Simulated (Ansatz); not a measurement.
# CdC2 (built on the sites of a database entry of MgC2): following an unstable mode

Which phase does CdC2 (built on the sites of a database entry of MgC2) fall into along its unstable mode, and how much energy does it gain?

Main program and level: Ansatz 0.2.0; DFT PBE, scalar-relativistic, plane waves, norm-conserving pseudopotentials.

The structure was built from a prototype and need not be the compound's stable phase.

## Step 1: Starting point

The structure is tetragonal, space group P4_2/mnm (No. 136). Conventional cell: a = 3.965 Å, b = 3.965 Å, c = 5.913 Å, α = 90.00°, β = 90.00°, γ = 90.00°. Nearest to Cd lie 2 C at 2.18 Å. Nearest to C lie 1 C at 1.25 Å and 1 Cd at 2.18 Å. Farther neighbours are not listed.

## Step 2: Response at finite wavevector

The cell comes from relaxations at this level that are not shown. Stability and thermal properties need the whole zone. Linear response on a 2×2×2 q mesh gives force constants as far as a supercell of that size would, and the tensors from the zone-centre run are typed in so that the long-range dipole term is interpolated apart.

File input.yaml:

```yaml
crystal:
  lattice:
    - [3.9651099776, 0.0, 0.0]
    - [0.0, 3.9651099776, 0.0]
    - [0.0, 0.0, 5.9125324408]
  atoms:
    - { symbol: Cd, position: [0.5, 0.5, 0.0] }
    - { symbol: Cd, position: [0.0, 0.0, 0.5] }
    - { symbol: C, position: [0.8884665355, 0.8884665355, 0.0] }
    - { symbol: C, position: [0.6115334645, 0.3884665355, 0.5] }
    - { symbol: C, position: [0.1115334645, 0.1115334645, 0.0] }
    - { symbol: C, position: [0.3884665355, 0.6115334645, 0.5] }
kpoints:
  mp_grid: { grid: [8, 8, 4] }
hamiltonian:
  xc: pbe
  pseudopotentials: { kind: nc }
scf:
  occupations: { method: fixed }
output:
  eigenvalues: true
phonons:
  method: dfpt
  qmesh: [2, 2, 2]
  temperatures: { t_max: 1000, t_step: 50 }
  qpath:
    path:
      - [[0.0, 0.0, 0.0], [0.0, 0.5, 0.0], [0.5, 0.5, 0.0], [0.0, 0.0, 0.0], [0.0, 0.0, 0.5], [0.0, 0.5, 0.5], [0.5, 0.5, 0.5], [0.0, 0.0, 0.5]]
      - [[0.0, 0.5, 0.0], [0.0, 0.5, 0.5]]
      - [[0.5, 0.5, 0.0], [0.5, 0.5, 0.5]]
    npoints: 10
  non_analytic_term:
    high_frequency_dielectric_tensor: [[5.1272, 0.0, 0.0], [0.0, 5.1272, 0.0], [0.0, 0.0, 4.2171]]
    born_effective_charges:
      - { species: Cd, tensor: [[2.3804, -0.2215, 0.0], [-0.2215, 2.3804, 0.0], [0.0, 0.0, 2.3428]] }
      - { species: Cd, tensor: [[2.3804, 0.2215, 0.0], [0.2215, 2.3804, 0.0], [0.0, 0.0, 2.3428]] }
      - { species: C, tensor: [[-1.1902, 0.1581, 0.0], [0.1581, -1.1902, 0.0], [0.0, 0.0, -1.1714]] }
      - { species: C, tensor: [[-1.1902, -0.1581, 0.0], [-0.1581, -1.1902, 0.0], [0.0, 0.0, -1.1714]] }
      - { species: C, tensor: [[-1.1902, 0.1581, 0.0], [0.1581, -1.1902, 0.0], [0.0, 0.0, -1.1714]] }
      - { species: C, tensor: [[-1.1902, -0.1581, 0.0], [-0.1581, -1.1902, 0.0], [0.0, 0.0, -1.1714]] }
    source: "zone-centre run at this cell"
```

On the command line:

```sh
$ ansatz run input.yaml --threads 8 --pin off --max-ram 14336MiB --backend cpu --events-out ev --progress --plain --runs-dir out
```

Numbers of over 12 decimals in the logs are rounded to 6 here.

What it wrote:

```text
Warning: phonons: the dynamical matrix that this run interpolates holds no multipole term above the dipole-dipole one, and a site of this crystal is no centre of inversion, so its interpolated transverse optical and acoustic branches and sound speeds can stay off near Gamma, and the density of states and the thermodynamics with them. What a run solves at a wave vector of phonons.qpoints, Gamma apart, where the deck admits one, is free of this, and under fd what a larger phonons.supercell samples
Engine: ansatz 0.2.0, x86_64-unknown-linux-gnu
Pseudopotentials: kind: nc
Pseudopotential: Cd, nc, valence charge 20, recommended cutoff 1071 eV (normal), Cd.nc.azcp
Pseudopotential: C, nc, valence charge 4, recommended cutoff 1115.666836 eV (normal), C.nc.azcp
Functional definition: PBE
  parameter kappa = 0.804
  parameter beta = 0.066725
  exchange = pbe_x(kappa = kappa, mu = beta*pi^2/3)
  correlation = pbe_c(beta = beta)
Crystal: 6 atoms, lattice volume = 92.957 Å³
Basis set: ecut = 1115.666836 eV, 7829 PW (Γ), exchange–correlation on 96×96×144 points (8 copies of the dense FFT grid, shifted against one another)
Bands: 34, of which v1, the nominal top of the filled ones, is band 28 counted from 1 (27 counted from 0)
Symmetry: 16 space group operations
k-points: 45 of 256
Non-local potential: Cd, projectors of the file, l = 0: 2, l = 1: 2, l = 2: 2, l = 3: 1
Non-local potential: C, projectors of the file, l = 0: 2, l = 1: 2
Initial density: superposition of atomic densities (chi_scale 0.1, normalization cell, long waves kept (reshape's long-wave potential 0.00 eV rms))
Initial wavefunctions: pseudopotential atomic-orbital guess
Functional: x = pbe(κ = 0.804, μ = 0.219515), c = pbe(β = 0.066725)
SCF iter   1: F=—  HF=-10187.797289 eV  |F-HF|=—  |Δ(HF+E_count)|=         —  Δρ=9.88e-2  dr2=9.43e0  ethr=3.10e-3  ⟨swp⟩=5.0  Hψ=5964  notcnv=0  defer=156
preconditioner: auto → Resta (q_TF=auto, 2.507 Å⁻¹)  ε∞=6.0  [insulator: Δε(μ)=4.098 eV  Ē_g=10.878 eV  n_scr=28 (ndim 8)  ℏωp=24.4 eV  f_vac=0.000  ε∞_Penn≈6.0]
SCF iter   2: F=—  HF=-10184.983014 eV  |F-HF|=—  |Δ(HF+E_count)|=    2.81e0  Δρ=4.38e-2  dr2=1.68e0  ethr=3.10e-3  ⟨swp⟩=3.0  Hψ=3148  notcnv=0  defer=106
SCF iter   3: F=—  HF=-10184.446895 eV  |F-HF|=—  |Δ(HF+E_count)|=   5.36e-1  Δρ=8.04e-3  dr2=3.44e-2  ethr=2.99e-3  ⟨swp⟩=3.0  Hψ=3027  notcnv=0  defer=150
SCF iter   4: F=—  HF=-10184.452573 eV  |F-HF|=—  |Δ(HF+E_count)|=   5.68e-3  Δρ=1.67e-3  dr2=3.78e-3  ethr=6.15e-5  ⟨swp⟩=3.1  Hψ=2172  notcnv=0  defer=180
SCF iter   5: F=—  HF=-10184.453398 eV  |F-HF|=—  |Δ(HF+E_count)|=   8.24e-4  Δρ=4.85e-4  dr2=1.52e-4  ethr=6.75e-6  ⟨swp⟩=3.0  Hψ=2560  notcnv=0  defer=180
SCF iter   6: F=—  HF=-10184.453591 eV  |F-HF|=—  |Δ(HF+E_count)|=   1.94e-4  Δρ=1.75e-4  dr2=1.82e-5  ethr=2.71e-7  ⟨swp⟩=2.2  Hψ=2781  notcnv=0  defer=180
SCF iter   7: F=—  HF=-10184.453601 eV  |F-HF|=—  |Δ(HF+E_count)|=   9.45e-6  Δρ=4.75e-5  dr2=1.39e-6  ethr=3.26e-8  ⟨swp⟩=2.0  Hψ=2656  notcnv=0  defer=172
SCF iter   8: F=—  HF=-10184.453606 eV  |F-HF|=—  |Δ(HF+E_count)|=   5.64e-6  Δρ=8.82e-6  dr2=8.98e-8  ethr=2.49e-9  ⟨swp⟩=2.6  Hψ=2951  notcnv=0  defer=153
SCF iter   9: F=—  HF=-10184.453607 eV  |F-HF|=—  |Δ(HF+E_count)|=   6.09e-8  Δρ=1.35e-6  dr2=9.92e-10  ethr=1.60e-10  ⟨swp⟩=2.2  Hψ=2312  notcnv=0  defer=153
SCF iter  10: F=—  HF=-10184.453607 eV  |F-HF|=—  |Δ(HF+E_count)|=  8.86e-10  Δρ=2.44e-7  dr2=4.99e-11  ethr=1.77e-12  ⟨swp⟩=3.3  Hψ=3014  notcnv=0  defer=153
SCF iter  11: F=-10184.453607 eV  HF=-10184.453607 eV  |F-HF|=3.64e-12  |Δ(HF+E_count)|=  2.36e-11  Δρ=4.48e-8  dr2=1.86e-12  ethr=1.00e-12  ⟨swp⟩=17.3  Hψ=11550  notcnv=0
SCF 1 converged in 11 iterations: F = -10184.453607 eV  dr2 = 1.86e-12
NSCF: frozen V_eff on 45 k-points
NSCF: frozen V_eff on 102 k-points
DFPT response loops at q = (0, 0, 0) (fractional): preconditioner auto → Resta (q_TF=auto, 2.507 Å⁻¹)  ε∞=4.4 (no band partly filled); β = 1.00, the filter's whole step (`scf.mixing.beta` (0.50) is not read by the response loops at its default; to damp them type it under 1.00, their step now; it binds the ground state too); Broyden in place of MSR1
NSCF: frozen V_eff on 204 k-points
DFPT response loops at q = (0, 0, -0.5) (fractional): mixed as the last ones told, above
NSCF: frozen V_eff on 204 k-points
DFPT response loops at q = (0, -0.5, 0) (fractional): mixed as the last ones told, above
NSCF: frozen V_eff on 204 k-points
DFPT response loops at q = (0, -0.5, -0.5) (fractional): mixed as the last ones told, above
NSCF: frozen V_eff on 204 k-points
DFPT response loops at q = (-0.5, -0.5, 0) (fractional): mixed as the last ones told, above
NSCF: frozen V_eff on 204 k-points
DFPT response loops at q = (-0.5, -0.5, -0.5) (fractional): mixed as the last ones told, above
SCF converged after 11 iterations
Free energy (F): -10184.453607 eV
Harris-Foulkes:  -10184.453607 eV  (|F-HF|=3.64e-12)
Internal energy: -10184.453607 eV  (E = F + TS)
E sigma→0 (E₀):  -10184.453607 eV
Fermi energy:    7.147603 eV
--- Per-component energies (eV) ---
  E_band       = -987.850937
  E_kinetic    = 3691.880876
  E_local      = -10236.192598  (includes V_loc(G=0)·N_el)
  E_nonlocal   = 338.508956
  E_hartree    = 3305.174137
  E_xc         = -1546.631604
  E_vxc        = -1392.396442  (∫ρ·V_xc dr)
  E_ewald      = -5737.193374
  E_smearing   = -0.000000  (= −TS)
  E_closure    = -0.000000  (closes the sum)
  Σ components = -10184.453607   (vs F -10184.453607, Δ=0.00e0)
--- Band table (eV; the first three rows and the last of 45) ---
  k-point 0: bands = [... 24 lower, 4.6241, 5.8157, 5.8157, 5.9844, 10.7764, 11.9425, 13.0396, 13.0396, ... 2 higher]
  k-point 1: bands = [... 24 lower, 5.3487, 5.7957, 5.7957, 6.2257, 10.9057, 11.7130, 12.8846, 12.8846, ... 2 higher]
  k-point 2: bands = [... 24 lower, 5.7747, 5.7747, 6.2061, 6.2061, 11.2628, 11.2628, 12.7505, 12.7505, ... 2 higher]
  k-point 44: bands = [... 24 lower, 4.1777, 4.1777, 6.7827, 6.7827, 11.8799, 11.8799, 12.0157, 12.0157, ... 2 higher]
--- Phonons (Γ-DFPT): 4 representative perturbations + reference (Σ response iterations 13) ---
  ASR residual: 5.957e-5 → 0.000e0 eV/Å²; symmetrization residual: 3.660e-6 eV/Å²
  ASR residual per site (eV/Å²): 5.96e-5 5.96e-5 8.85e-6 8.85e-6 8.85e-6 8.85e-6
  Γ frequencies (cm⁻¹): -79.60 -79.60 -64.06 0.00 0.00 0.00 45.48 60.92 60.92 252.69 252.69 286.65 366.25 373.46 453.54 453.54 1946.97 1948.06
--- Phonons (arbitrary-q DFPT): 6 irreducible q on the 2×2×2 mesh ---
  q = [0.0000, 0.0000, 0.0000] (star 1, of the zone-centre solve; hermiticity 1.62e-7, symmetrization 3.77e-15): -79.60 -79.60 -64.06 -0.00 -0.00 0.00 45.48 60.92 60.92 252.69 252.69 286.65 366.25 373.46 453.54 453.54 1946.97 1948.06
  q = [0.0000, 0.0000, -0.5000] (star 1, 4 solved perturbations in 330 linear systems a pass and spin channel, the states on 102 of 256 k-point pairs; hermiticity 4.32e-8, symmetrization 6.61e-13, the responses' own estimated error 5.0e-5 eV/Å²): -82.70 -82.70 31.75 31.75 41.46 41.46 55.41 55.41 254.45 254.45 270.65 270.65 369.80 369.80 454.10 454.10 1947.50 1947.50
  q = [0.0000, -0.5000, 0.0000] (star 2, 6 solved perturbations on 102 of 256 k-point pairs; hermiticity 6.63e-8, symmetrization 1.38e-13, the responses' own estimated error 4.8e-5 eV/Å²): -12.64 -12.64 61.69 61.69 131.75 131.75 194.44 194.44 227.10 227.10 287.94 287.94 341.66 341.66 418.56 418.56 1948.83 1948.83
  q = [0.0000, -0.5000, -0.5000] (star 2, 6 solved perturbations on 102 of 256 k-point pairs; hermiticity 7.73e-8, symmetrization 4.60e-14, the responses' own estimated error 4.8e-5 eV/Å²): 21.32 21.32 71.24 71.24 170.69 170.69 194.04 194.04 226.81 226.81 278.49 278.49 342.92 342.92 418.42 418.42 1948.70 1948.70
  q = [-0.5000, -0.5000, 0.0000] (star 1, 4 solved perturbations in 330 linear systems a pass and spin channel, the states on 102 of 256 k-point pairs; hermiticity 7.36e-8, symmetrization 1.56e-13, the responses' own estimated error 3.0e-5 eV/Å²): -22.53 -22.53 43.77 43.77 77.44 77.44 166.33 166.33 269.00 269.00 289.56 289.56 331.60 331.60 473.91 473.91 1944.81 1944.81
  q = [-0.5000, -0.5000, -0.5000] (star 1, 4 solved perturbations in 330 linear systems a pass and spin channel, the states on 102 of 256 k-point pairs; hermiticity 5.57e-8, symmetrization 8.28e-14, the responses' own estimated error 4.7e-5 eV/Å²): 47.10 47.10 54.51 54.51 77.36 77.36 185.83 185.83 260.01 260.01 289.61 289.61 338.31 338.31 474.21 474.21 1944.56 1944.56
  sum rule: each row above includes the acoustic sum rule's correction from the zone centre's row sums; it moved no ω² by more than (0.59 cm⁻¹)²
  mesh force constants: q→R imaginary residual 3.43e-18; ASR residual 5.957e-5 → 0.000e0 eV/Å²; symmetrization residual 4.974e-14 eV/Å²
  interpolated dispersion: 94 rows × 18 modes
  density of states and harmonic sums: on the 16×16×12 q-mesh, interpolated from the force constants of a 2×2×2 supercell (with the dipole–dipole term of supplied tensors)
  largest difference from the sums on the solved wave vectors: F 1.64e-1 eV, S 2.30e-4 and C_V 6.59e-5 eV/K
  zero-point energy: 0.445515 eV/cell   skipped modes (ω ≤ 0): 324, of them read as no rigid motion or as one in doubt: 321 (9.840e-1 modes/cell left out, lowest -82.70 cm⁻¹)   left out of the sums: 5.47e-2 of the cell's modes: C_V's classical limit lies that fraction below 3 k_B per atom; for a crystal, a wire or a layer, F and S can be off by more, and a phonons.interpolated_qmesh denser along its periods is the remedy for the sampling
```

The job ended after 3.1 min (8 threads of Intel Xeon 6975P-C (Granite Rapids), shared host; peak memory 3.2 GiB).

The column dr2 measures how far the density is from self-consistency, as an energy; F and HF (Harris–Foulkes) agree once it is small.

This step gave:

```yaml
gap_on_the_k_mesh: 3.096 eV
volume_per_atom: 15.49 Å³
sum_rule_residual_before_enforcement: 5.96e-5 eV/Å²
lowest_frequency_on_the_path: -82.70 cm⁻¹
point_group: 4/mmm
highest_frequency_on_the_path_or_at_a_solved_wavevector: 1950 cm⁻¹
highest_optical_mode_at_the_zone_centre_no_lo_to_term: 1948 cm⁻¹
lowest_optical_zone_centre_mode: -79.6 cm⁻¹
lowest_mode_on_the_q_mesh_acoustic_modes_at_gamma_apart: -82.7 cm⁻¹
```

Frequencies (cm⁻¹) solved at each irreducible wavevector; negative means imaginary. Frequencies by wavevector, by row:

| q in reciprocal lattice units | star | mode 1 | mode 2 | mode 3 | mode 4 | mode 16 | mode 17 | mode 18 |
| --- | --- | --- | --- | --- | --- | --- | --- | --- |
| 0 0 0 | 1 | -79.6 | -79.6 | -64.1 | 0 | 453.5 | 1947 | 1948 |
| 0 0 -0.5 | 1 | -82.7 | -82.7 | 31.8 | 31.8 | 454.1 | 1948 | 1948 |
| 0 -0.5 0 | 2 | -12.6 | -12.6 | 61.7 | 61.7 | 418.6 | 1949 | 1949 |
| 0 -0.5 -0.5 | 2 | 21.3 | 21.3 | 71.2 | 71.2 | 418.4 | 1949 | 1949 |
| -0.5 -0.5 0 | 1 | -22.5 | -22.5 | 43.8 | 43.8 | 473.9 | 1945 | 1945 |
| -0.5 -0.5 -0.5 | 1 | 47.1 | 47.1 | 54.5 | 54.5 | 474.2 | 1945 | 1945 |

Interpolated from a 2×2×2 q mesh, rough between the solved points, with the LO-TO term (at Γ the limit along the path; where Γ stands inside the path, tables give the limit on arrival). Phonon branches along the path, in cm⁻¹:

| point | branch 1 | branch 2 | branch 3 | branch 4 | branch 15 | branch 16 | branch 17 | branch 18 |
| --- | --- | --- | --- | --- | --- | --- | --- | --- |
| Γ | -80 | -64 | 0 | 0 | 454 | 481 | 1947 | 1948 |
| halfway | -38 | 32 | 35 | 47 | 436 | 456 | 1948 | 1948 |
| X | -13 | -13 | 62 | 62 | 419 | 419 | 1949 | 1949 |
| halfway | -19 | -19 | 54 | 54 | 446 | 446 | 1947 | 1947 |
| M | -22 | -22 | 44 | 44 | 474 | 474 | 1945 | 1945 |
| halfway | -34 | 26 | 28 | 53 | 416 | 464 | 1945 | 1950 |
| Γ | -80 | -64 | 0 | 0 | 454 | 481 | 1947 | 1948 |
| halfway | -81 | -81 | 18 | 18 | 454 | 454 | 1947 | 1948 |
| Z | -83 | -83 | 32 | 32 | 454 | 454 | 1948 | 1948 |
| halfway | -27 | -27 | 54 | 54 | 442 | 442 | 1948 | 1948 |
| R | 21 | 21 | 71 | 71 | 418 | 418 | 1949 | 1949 |
| halfway | 32 | 32 | 64 | 64 | 446 | 446 | 1947 | 1947 |
| A | 47 | 47 | 54 | 54 | 474 | 474 | 1945 | 1945 |
| halfway | -23 | 38 | 50 | 53 | 415 | 463 | 1945 | 1950 |
| Z | -83 | -83 | 32 | 32 | 454 | 454 | 1948 | 1948 |
| jump to X | -13 | -13 | 62 | 62 | 419 | 419 | 1949 | 1949 |
| halfway | 14 | 14 | 67 | 67 | 418 | 418 | 1949 | 1949 |
| R | 21 | 21 | 71 | 71 | 418 | 418 | 1949 | 1949 |
| jump to M | -22 | -22 | 44 | 44 | 474 | 474 | 1945 | 1945 |
| halfway | 36 | 36 | 46 | 46 | 474 | 474 | 1945 | 1945 |
| A | 47 | 47 | 54 | 54 | 474 | 474 | 1945 | 1945 |

Symmetry leaves 6 wavevectors to solve. The lowest mode among them, the acoustic zeros apart, lies at q = (0, 0, -0.5) and is imaginary, 82.7i cm⁻¹, so the energy falls along it.

## Step 3: The mode frozen in, largest atomic shift 0 Å

The mode followed lies at Γ with frequency 79.6i cm⁻¹ and is 2-fold degenerate, one of the unstable modes though not the softest. At small amplitude the distorted cell has space group no. 6 by a symmetry search on the positions. The undistorted cell that holds it gives the zero of energy on the same k mesh.

input.yaml, the sections that differ from step 2:

```yaml
scf:
  occupations: { method: gaussian, width: 0.02 }
output:
  forces: true
  stress: true
  eigenvalues: true
# crystal, kpoints, hamiltonian: as in step 2
# phonons: removed
```

What it wrote:

```text
[...]
Crystal: 6 atoms, lattice volume = 92.957 Å³
Basis set: ecut = 1115.666836 eV, 7829 PW (Γ), exchange–correlation on 90×90×144 points (8 copies of the dense FFT grid, shifted against one another)
Bands: 34, of which v1, the nominal top of the filled ones, is band 28 counted from 1 (27 counted from 0)
Symmetry: 16 space group operations
[...]
k-points: 45 of 256
[...]
k-point 0: bands = [... 24 lower, 4.6241, 5.8157, 5.8157, 5.9845, 10.7764, 11.9426, 13.0397, 13.0397, ... 1 higher]
  k-point 1: bands = [... 24 lower, 5.3487, 5.7957, 5.7957, 6.2258, 10.9057, 11.7131, 12.8847, 12.8847, ... 1 higher]
  k-point 2: bands = [... 24 lower, 5.7748, 5.7748, 6.2062, 6.2062, 11.2629, 11.2629, 12.7506, 12.7506, ... 1 higher]
  k-point 44: bands = [... 24 lower, 4.1778, 4.1778, 6.7827, 6.7827, 11.8799, 11.8799, 12.0158, 12.0158, ... 1 higher]
[key lines of the parts left out:]
SCF converged after 8 iterations
Free energy (F): -10184.453606 eV
Fermi energy:    8.695729 eV
P = ⅓ Tr σ = 0.0002 GPa (0.002 kbar)
```

It took 1.9 s on 8 threads; peak memory 1.1 GiB.

Numbers from this step:

```
pressure                         : 2.50e-4 GPa
energy from the undistorted cell : 0 meV/atom
```

At this level the gap is 3.10 eV on the k-mesh of the self-consistent run, which can miss the band edges.

## Step 4: The mode frozen in, largest atomic shift 0.22 Å

The atoms are moved along the unstable eigenvector, the largest shift by 0.22 Å, with the cell fixed.

input.yaml, the sections that differ from step 3:

```yaml
crystal:
  lattice:
    - [3.9651099776, 0.0, 0.0]
    - [0.0, 3.9651099776, 0.0]
    - [0.0, 0.0, 5.9125324408]
  atoms:
    - { symbol: Cd, position: [0.4855729673, 0.5113089704, 0.0] }
    - { symbol: Cd, position: [0.0091984193, 0.0020891285, 0.5] }
    - { symbol: C, position: [0.9257235385, 0.8473522381, 0.0] }
    - { symbol: C, position: [0.5987444219, 0.3668827272, 0.5] }
    - { symbol: C, position: [0.1487904675, 0.0704191671, 0.0] }
    - { symbol: C, position: [0.3756774929, 0.5899496562, 0.5] }
# kpoints, hamiltonian, scf, output: as in step 3
```

What it wrote:

```text
[...]
Crystal: 6 atoms, lattice volume = 92.957 Å³
Basis set: ecut = 1115.666836 eV, 7829 PW (Γ), exchange–correlation on 90×90×144 points (8 copies of the dense FFT grid, shifted against one another)
Bands: 34, of which v1, the nominal top of the filled ones, is band 28 counted from 1 (27 counted from 0)
Symmetry: 2 space group operations
[...]
--- Band table (eV; the first three rows and the last of 102) ---
  k-point 0: bands = [... 24 lower, 4.5413, 5.8278, 5.9084, 5.9846, 10.6657, 11.8153, 12.9552, 13.0413]
  k-point 1: bands = [... 24 lower, 5.2454, 5.8059, 5.9014, 6.2105, 10.7869, 11.5827, 12.8517, 12.8985]
  k-point 2: bands = [... 24 lower, 5.7670, 5.7753, 6.1761, 6.2105, 11.0708, 11.1989, 12.7523, 12.7795]
  k-point 101: bands = [... 24 lower, 4.2504, 4.3930, 6.7031, 6.7561, 11.8773, 11.9028, 11.9222, 11.9996]
[key lines of the parts left out:]
SCF converged after 9 iterations
Free energy (F): -10184.465278 eV
Fermi energy:    8.703312 eV
P = ⅓ Tr σ = 0.1573 GPa (1.573 kbar)
```

Run time: 6.4 s. Hardware: 8 threads; peak memory 1.3 GiB.

Numbers from this step:

```yaml
pressure: 0.1573 GPa
gap_on_the_k_mesh: 3.180 eV
energy_from_the_undistorted_cell: -1.945 meV/atom
```

The energy, extrapolated to zero smearing, is -1.95 meV/atom against the undistorted cell.

The run ends at a pressure of 0.16 GPa, with forces up to 0.28 eV/Å.

## Step 5: Energy along the mode, all amplitudes (two of the runs are shown above)

An imaginary frequency means negative curvature, so the energy should fall and then rise again as anharmonic terms take over.

This step gave:

```yaml
depth_at_the_lowest_point_sampled: 1.945 meV/atom
largest_atomic_shift_at_that_point: 0.22 Å
```

Table of energy from the parent by largest atomic shift:

| largest atomic shift (Å) | energy from the parent (meV/atom) |
| --- | --- |
| 0.000 | 0 |
| 0.040 | -0.136 |
| 0.080 | -0.514 |
| 0.140 | -1.33 |
| 0.220 | -1.95 |
| 0.320 | 1.28 |
| 0.450 | 23.5 |

Displacement at unit largest shift by atom:

| atom | x (Å) | y (Å) | z (Å) | size |
| --- | --- | --- | --- | --- |
| Cd1 | -0.260 | 0.204 | 0.000 | 0.330 |
| Cd2 | 0.166 | 0.038 | 0.000 | 0.170 |
| C3 | 0.671 | -0.741 | 0.000 | 1.000 |
| C4 | -0.230 | -0.389 | 0.000 | 0.452 |
| C5 | 0.671 | -0.741 | 0.000 | 1.000 |
| C6 | -0.230 | -0.389 | 0.000 | 0.452 |

The lowest of the steps tried is at 0.22 Å, 1.95 meV/atom below the parent; the bottom of the well need not coincide with a step.

[end of part 1 of 3]

[Logs are printed without paths, hosts, clocks, repeated set-up lines and the standing remarks that a program may print on its own settings, such as how far it seeks lower states.]

[Hosts, paths, dates, database ids (printed as entryN), source tags and the programs' standing remarks are cut or masked in the printed files.]
